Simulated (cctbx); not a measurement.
# A crystallographic session in cctbx: V5Ge

Library: cctbx 2025.11. The data are simulated by the first script.

## 1. Simulate the data

run.py:

```python
from cctbx import adptbx, crystal, miller, sgtbx, xray
from cctbx.array_family import flex
from iotbx.shelx import hklf
from scitbx import matrix
import scitbx.random

cs = crystal.symmetry(unit_cell=(4.775, 4.775, 12.829, 90, 90, 120), space_group_symbol='Hall: R 3 2"')  # R32
atoms = [  # label, site, U (iso, or U11 U22 U33 U12 U13 U23 in A^2), occupancy
    ("Ge1", (1/3, 2/3, 0.16667), (0.0079, 0.0079, 0.0153, 0.0039, -0.0000, 0.0000), 1),
    ("V1", (0.4038, 0.4038, 0), (0.0077, 0.0077, 0.0112, 0.0014, -0.0023, 0.0023), 1),
    ("V2", (2/3, 1/3, 0.18603), (0.0061, 0.0061, 0.0211, 0.0030, 0.0000, 0.0000), 1),
]
xs = xray.structure(crystal_symmetry=cs)
for label, site, u, occ in atoms:
    u = adptbx.u_cif_as_u_star(cs.unit_cell(), u) if isinstance(u, tuple) else u
    xs.add_scatterer(xray.scatterer(label, site=site, u=u, occupancy=occ))
xs.set_inelastic_form_factors(0.71073, "sasaki")
xs.show_summary()
p1 = xs.expand_to_p1()
ms = miller.build_set(p1, anomalous_flag=True, d_min=0.77)
flex.set_random_seed(657501)
scitbx.random.set_random_seed(657501)
ms = ms.select(flex.random_double(ms.size()) < 0.9)
i = ms.structure_factors_from_scatterers(p1, algorithm="direct").f_calc().as_intensity_array().data()
i = i / flex.sqrt(1 + 0.3 * i / flex.max(i))  # extinction
i = i * 40000 / flex.max(i)
sig = flex.sqrt(i + flex.pow2(0.03 * i) + 4 ** 2)
noise = scitbx.random.variate(scitbx.random.normal_distribution())(i.size())
data = ms.array(data=i + sig * noise, sigmas=sig).set_observation_type_xray_intensity()
with open("data.hkl", "w") as f:
    data.export_as_shelx_hklf(f)
print("reflections written:", data.size(), " <I/sigma> = %.1f" % flex.mean(data.data() / data.sigmas()))
for h, a, b in list(data.sort("data"))[:12]:
    print("%4d%4d%4d %9.1f %7.1f" % (h + (a, b)))
```

```console
$ python run.py
```

```text
Number of scatterers: 3
At special positions: 3
Unit cell: (4.775, 4.775, 12.829, 90, 90, 120)
Space group: R 3 2 :H (No. 155)
reflections written: 2096  <I/sigma> = 8.1
   0   0   6   42665.5  1216.6
   0   0  -6   39002.1  1216.6
  -2   1  -3   31565.6   935.0
   1   1  -3   31072.9   935.0
  -2   1   3   30660.8   935.0
  -1  -1  -3   30159.6   918.4
  -1  -1   3   29828.0   918.4
  -1   2   3   29740.8   918.4
   1  -2  -3   29600.2   935.0
  -1   2  -3   29551.2   918.4
   2  -1   3   29131.3   918.4
   2  -1  -3   28696.8   918.4
```

It took 0.34 s on 1 thread of Arm Neoverse N1, with other jobs on the host, peak memory 0.07 GiB.

## 2. Refinement (refined in the given hand)

run.py:

```python
import math
from cctbx import adptbx, crystal, maptbx, sgtbx, xray
from cctbx.array_family import flex
from cctbx.xray import observations
from iotbx.shelx import hklf
from scitbx.lstbx import normal_eqns_solving
from smtbx import absolute_structure, utils
from smtbx.refinement import constraints, least_squares

cs = crystal.symmetry(unit_cell=(4.775, 4.775, 12.829, 90, 90, 120), space_group_symbol='Hall: R 3 2"')  # R32
atoms = [  # label, site, U (iso, or U11 U22 U33 U12 U13 U23 in A^2), occupancy
    ("Ge1", (1/3, 2/3, 0.16667), 0.0200, 1),
    ("V1", (0.4051, 0.4051, 0), 0.0200, 1),
    ("V2", (2/3, 1/3, 0.185), 0.0200, 1),
]
xs = xray.structure(crystal_symmetry=cs)
for label, site, u, occ in atoms:
    u = adptbx.u_cif_as_u_star(cs.unit_cell(), u) if isinstance(u, tuple) else u
    xs.add_scatterer(xray.scatterer(label, site=site, u=u, occupancy=occ))
xs.set_inelastic_form_factors(0.71073, "sasaki")
xs.convert_to_anisotropic()
raw = hklf.reader(file_name="data.hkl").as_miller_arrays(crystal_symmetry=cs, anomalous=True)[0]
merged = raw.eliminate_sys_absent().merge_equivalents()
fo2 = merged.array().set_observation_type_xray_intensity()
print("Rint %.3f, %d unique reflections to %.2f A" % (merged.r_int(), fo2.size(), fo2.d_min()))
for sc in xs.scatterers():
    sc.flags.set_grad_site(True)
    sc.flags.set_grad_u_aniso(sc.flags.use_u_aniso())
    sc.flags.set_grad_u_iso(sc.flags.use_u_iso())
obs = fo2.as_xray_observations()
extra = {}
rep = constraints.reparametrisation(xs, [], utils.connectivity_table(xs), **extra)
ls = least_squares.crystallographic_ls(obs, rep, weighting_scheme=least_squares.mainstream_shelx_weighting(a=0, b=0))
print("cycle     R1     wR2    GooF  max shift (A)")
for cycle in range(8):
    ls.build_up()
    r1, wr2, goof = ls.r1_factor(cutoff_factor=2)[0], ls.wR2(), ls.goof()
    old = xs.sites_cart()
    normal_eqns_solving.levenberg_marquardt_iterations(ls, n_max_iterations=3, tau=1e-06, step_threshold=1e-7)
    big = flex.max((xs.sites_cart() - old).norms())
    print("%4d %7.4f %7.4f %7.3f %9.5f" % (cycle + 1, r1, wr2, goof, big))
    ls.build_up(objective_only=True)
    if abs(ls.wR2() - wr2) < 5e-5 and big < 5e-4:
        break
ls.build_up()
print("final R1 %.4f wR2 %.4f GooF %.3f  parameters %d  data/parameter %.1f" % (ls.r1_factor(cutoff_factor=2)[0], ls.wR2(), ls.goof(), ls.n_parameters, fo2.size() / ls.n_parameters))
cov = ls.covariance_matrix_and_annotations()
su = dict(zip(cov.annotations, (math.sqrt(max(v, 0)) for v in cov.matrix.matrix_packed_u_diagonal())))
a2 = cs.unit_cell().reciprocal_parameters()[0] ** -2
print("atom        x        y        z      Ueq    occ   su(xyz)  su(Uiso or U11)")
for sc in xs.scatterers():
    s = max(su.get(sc.label + k, 0) for k in (".x", ".y", ".z"))
    npd = "" if sc.is_positive_definite_u(cs.unit_cell()) else "  NPD"
    print("%-5s %8.5f %8.5f %8.5f %8.4f %6.3f %8.5f %7.4f%s" % ((sc.label,) + sc.site + (sc.u_iso_or_equiv(cs.unit_cell()), sc.occupancy, s, su.get(sc.label + ".uiso", su.get(sc.label + ".u11", 0) * a2), npd)))
fc = fo2.structure_factors_from_scatterers(xs, algorithm="direct").f_calc()
absolute_structure.flack_analysis(xs, fo2.as_xray_observations()).show()
h = absolute_structure.hooft_analysis(fo2, fc, scale_factor=ls.scale_factor())
print("Hooft y: %.3f(%.0f)  Bijvoet pairs: %d" % (h.hooft_y, 1000 * h.sigma_y, h.n_bijvoet_pairs))
fo = fo2.f_sq_as_f()
fc = fo.structure_factors_from_scatterers(xs, algorithm="direct").f_calc()
diff = fo.f_obs_minus_f_calc(1 / math.sqrt(ls.scale_factor()), fc).average_bijvoet_mates()
m = diff.fft_map(symmetry_flags=maptbx.use_space_group_symmetry, resolution_factor=0.25).apply_volume_scaling()
print("difference map: max %.2f min %.2f rms %.2f" % (m.statistics().max(), m.statistics().min(), m.statistics().sigma()))
peaks = m.peak_search(parameters=maptbx.peak_search_parameters(min_distance_sym_equiv=0.6, max_clusters=6)).all()
near = xs.closest_distances(peaks.sites(), distance_cutoff=4)
sps = cs.special_position_settings(min_distance_sym_equiv=0.5)
for k, (x, h) in enumerate(zip(peaks.sites(), peaks.heights())):
    ss = sps.site_symmetry(x)
    print("Q%-3d %7.4f %7.4f %7.4f %4d %7.2f  %.2f A from %s" % ((k + 1,) + tuple(t % 1 for t in ss.exact_site()) + (ss.multiplicity(), h, near.smallest_distances[k], xs.scatterers()[near.i_seqs[k]].label)))
```

```console
$ python run.py
```

```text
Rint 0.023, 135 unique reflections to 0.77 A
cycle     R1     wR2    GooF  max shift (A)
   1  0.0974  0.2144  12.181   0.01289
   2  0.0107  0.0241   1.366   0.00000
final R1 0.0107 wR2 0.0241 GooF 1.366  parameters 10  data/parameter 13.5
atom        x        y        z      Ueq    occ   su(xyz)  su(Uiso or U11)
Ge1    0.33333  0.66667  0.16667   0.0098  1.000  0.00000  0.0002
V1     0.40422  0.40422  0.00000   0.0093  1.000  0.00013  0.0002
V2     0.66667  0.33333  0.18600   0.0106  1.000  0.00005  0.0002
Flack x: 0.07(2)
Hooft y: 0.026(18)  Bijvoet pairs: 44
difference map: max 0.30 min -0.51 rms 0.14
Q1    0.0000  0.0000  0.2657    6    0.30  1.52 A from V2
Q2    0.0734  0.5328  0.5967   18    0.25  1.46 A from V1
Q3    0.0222  0.5628  0.8372   18    0.24  1.34 A from V2
Q4    0.0408  0.9101  0.0438   18    0.21  1.44 A from V2
Q5    0.0997  0.2303  0.5966   18    0.21  1.38 A from V1
Q6    0.0000  0.5926  0.5000    9    0.20  1.47 A from V2
```

Time: 0.49 s.

## 3. Refinement

run.py, as its changes from the last script of this kind:

```diff
@@ -12,3 +12,3 @@
-    ("Ge1", (1/3, 2/3, 0.16667), 0.0200, 1),
-    ("V1", (0.4051, 0.4051, 0), 0.0200, 1),
-    ("V2", (2/3, 1/3, 0.185), 0.0200, 1),
+    ("Ge1", (2/3, 1/3, 0.83333), 0.0098, 1),
+    ("V1", (0.59578, 0.59578, 0), 0.0093, 1),
+    ("V2", (1/3, 2/3, 0.814), 0.0106, 1),
```

```console
$ python run.py
```

```text
Rint 0.023, 135 unique reflections to 0.77 A
cycle     R1     wR2    GooF  max shift (A)
   1  0.0565  0.1530   8.693   0.00048
   2  0.0295  0.0876   4.977   0.00000
final R1 0.0295 wR2 0.0876 GooF 4.977  parameters 10  data/parameter 13.5
atom        x        y        z      Ueq    occ   su(xyz)  su(Uiso or U11)
Ge1    0.66667  0.33333  0.83333   0.0098  1.000  0.00000  0.0006
V1     0.59588  0.59588  0.00000   0.0094  1.000  0.00047  0.0006
V2     0.33333  0.66667  0.81400   0.0103  1.000  0.00019  0.0007
Flack x: 0.93(3)
Hooft y: 0.980(19)  Bijvoet pairs: 44
difference map: max 0.31 min -0.62 rms 0.14
Q1    0.0000  0.0000  0.5000    3    0.31  0.00 A from Ge1
Q2    0.0000  0.0000  0.2616    6    0.30  1.47 A from V2
Q3    0.0521  0.5172  0.5931   18    0.25  1.41 A from V1
Q4    0.0000  0.0000  0.0918    6    0.25  0.71 A from V2
Q5    0.0073  0.4957  0.1762   18    0.22  1.35 A from Ge1
Q6    0.0000  0.0000  0.3452    6    0.22  1.46 A from V1
```

Time: 0.47 s.

This run holds a fault made on purpose: the structure inverted.

## 4. Simulate the data

run.py, as its changes from the last script of this kind:

```diff
@@ -17 +17 @@
-xs.set_inelastic_form_factors(0.71073, "sasaki")
+xs.set_inelastic_form_factors(1.54184, "sasaki")
@@ -20,3 +20,3 @@
-ms = miller.build_set(p1, anomalous_flag=True, d_min=0.77)
-flex.set_random_seed(657501)
-scitbx.random.set_random_seed(657501)
+ms = miller.build_set(p1, anomalous_flag=True, d_min=0.83)
+flex.set_random_seed(843799)
+scitbx.random.set_random_seed(843799)
@@ -25,3 +25,2 @@
-i = i / flex.sqrt(1 + 0.3 * i / flex.max(i))  # extinction
-i = i * 40000 / flex.max(i)
-sig = flex.sqrt(i + flex.pow2(0.03 * i) + 4 ** 2)
+i = i * 5000 / flex.max(i)
+sig = flex.sqrt(i + flex.pow2(0.06 * i) + 4 ** 2)
```

```console
$ python run.py
```

```text
Number of scatterers: 3
At special positions: 3
Unit cell: (4.775, 4.775, 12.829, 90, 90, 120)
Space group: R 3 2 :H (No. 155)
reflections written: 1700  <I/sigma> = 3.4
   0   0  -6    5234.0   308.2
   0   0   6    4568.6   308.2
   1   1   3    3998.1   223.3
   1  -2  -3    3704.3   223.3
   2  -1  -3    3692.3   233.1
  -1  -1  -3    3646.1   233.1
  -2   1  -3    3463.2   223.3
   1   1  -3    3459.7   223.3
  -1   2   3    3438.4   233.1
   2  -1   3    3424.7   233.1
   1  -2   3    3360.5   223.3
  -1  -1   3    3279.3   233.1
```

Time: 0.34 s.

## 5. Refinement (refined in the given hand)

run.py, as its changes from the last script of this kind:

```diff
@@ -12,3 +12,3 @@
-    ("Ge1", (2/3, 1/3, 0.83333), 0.0098, 1),
-    ("V1", (0.59578, 0.59578, 0), 0.0093, 1),
-    ("V2", (1/3, 2/3, 0.814), 0.0106, 1),
+    ("Ge1", (1/3, 2/3, 0.16667), 0.0200, 1),
+    ("V1", (0.403, 0.403, 0), 0.0200, 1),
+    ("V2", (2/3, 1/3, 0.1847), 0.0200, 1),
@@ -20 +20 @@
-xs.set_inelastic_form_factors(0.71073, "sasaki")
+xs.set_inelastic_form_factors(1.54184, "sasaki")
```

```console
$ python run.py
```

```text
Rint 0.059, 110 unique reflections to 0.83 A
cycle     R1     wR2    GooF  max shift (A)
   1  0.0809  0.1773   4.294   0.01895
   2  0.0170  0.0392   0.950   0.00000
final R1 0.0170 wR2 0.0392 GooF 0.950  parameters 10  data/parameter 11.0
atom        x        y        z      Ueq    occ   su(xyz)  su(Uiso or U11)
Ge1    0.33333  0.66667  0.16667   0.0099  1.000  0.00000  0.0004
V1     0.40355  0.40355  0.00000   0.0099  1.000  0.00025  0.0005
V2     0.66667  0.33333  0.18618   0.0111  1.000  0.00011  0.0004
Flack x: -0.010(19)
Hooft y: 0.003(21)  Bijvoet pairs: 35
difference map: max 0.59 min -0.34 rms 0.12
Q1    0.0000  0.0000  0.0000    3    0.59  1.89 A from V2
Q2    0.0000  0.0000  0.3046    6    0.47  1.50 A from V1
Q3    0.0186  0.6667  0.1667    9    0.42  1.50 A from Ge1
Q4    0.0460  0.5049  0.0821   18    0.36  1.20 A from V1
Q5    0.0000  0.0000  0.0746    6    0.32  0.93 A from V2
Q6    0.0000  0.0000  0.3805    6    0.32  1.53 A from Ge1
```

Time: 0.5 s.

## 6. Simulate the data

run.py, as its changes from the last script of this kind:

```diff
@@ -17 +17 @@
-xs.set_inelastic_form_factors(1.54184, "sasaki")
+xs.set_inelastic_form_factors(0.6889, "sasaki")
@@ -20,3 +20,3 @@
-ms = miller.build_set(p1, anomalous_flag=True, d_min=0.83)
-flex.set_random_seed(843799)
-scitbx.random.set_random_seed(843799)
+ms = miller.build_set(p1, anomalous_flag=True, d_min=0.6)
+flex.set_random_seed(280348)
+scitbx.random.set_random_seed(280348)
@@ -25,2 +25,6 @@
-i = i * 5000 / flex.max(i)
-sig = flex.sqrt(i + flex.pow2(0.06 * i) + 4 ** 2)
+law = matrix.sqr((-1, 0, 0, 0, -1, 0, 0, 0, -1))
+mate = flex.miller_index([tuple(matrix.row(h) * law) for h in ms.indices()])
+i2 = ms.customized_copy(indices=mate).structure_factors_from_scatterers(p1, algorithm="direct").f_calc().as_intensity_array().data()
+i = (1 - 0.15) * i + 0.15 * i2
+i = i * 40000 / flex.max(i)
+sig = flex.sqrt(i + flex.pow2(0.06 * i) + 2 ** 2)
```

```console
$ python run.py
```

```text
Number of scatterers: 3
At special positions: 3
Unit cell: (4.775, 4.775, 12.829, 90, 90, 120)
Space group: R 3 2 :H (No. 155)
reflections written: 4407  <I/sigma> = 4.5
   0   0   6   37591.6  2408.3
  -1  -1   3   30658.5  1760.5
  -1   2   3   30584.6  1760.5
   2  -1  -3   30057.1  1760.5
   2  -1   3   29950.9  1760.5
   1   1  -3   29908.0  1783.9
   1  -2   3   29159.5  1783.9
  -2   1   3   28917.2  1783.9
  -2   1  -3   28273.3  1783.9
   1  -2  -3   28114.9  1783.9
   1   1   3   27718.5  1783.9
  -1  -1  -3   23009.2  1760.5
```

Run time: 0.38 s on 1 thread of Arm Neoverse N1, with other jobs on the host, peak memory 0.07 GiB.

[Logs are printed without paths, hosts, clocks, repeated set-up lines and the standing remarks that a program may print on its own settings, such as how far it seeks lower states.]
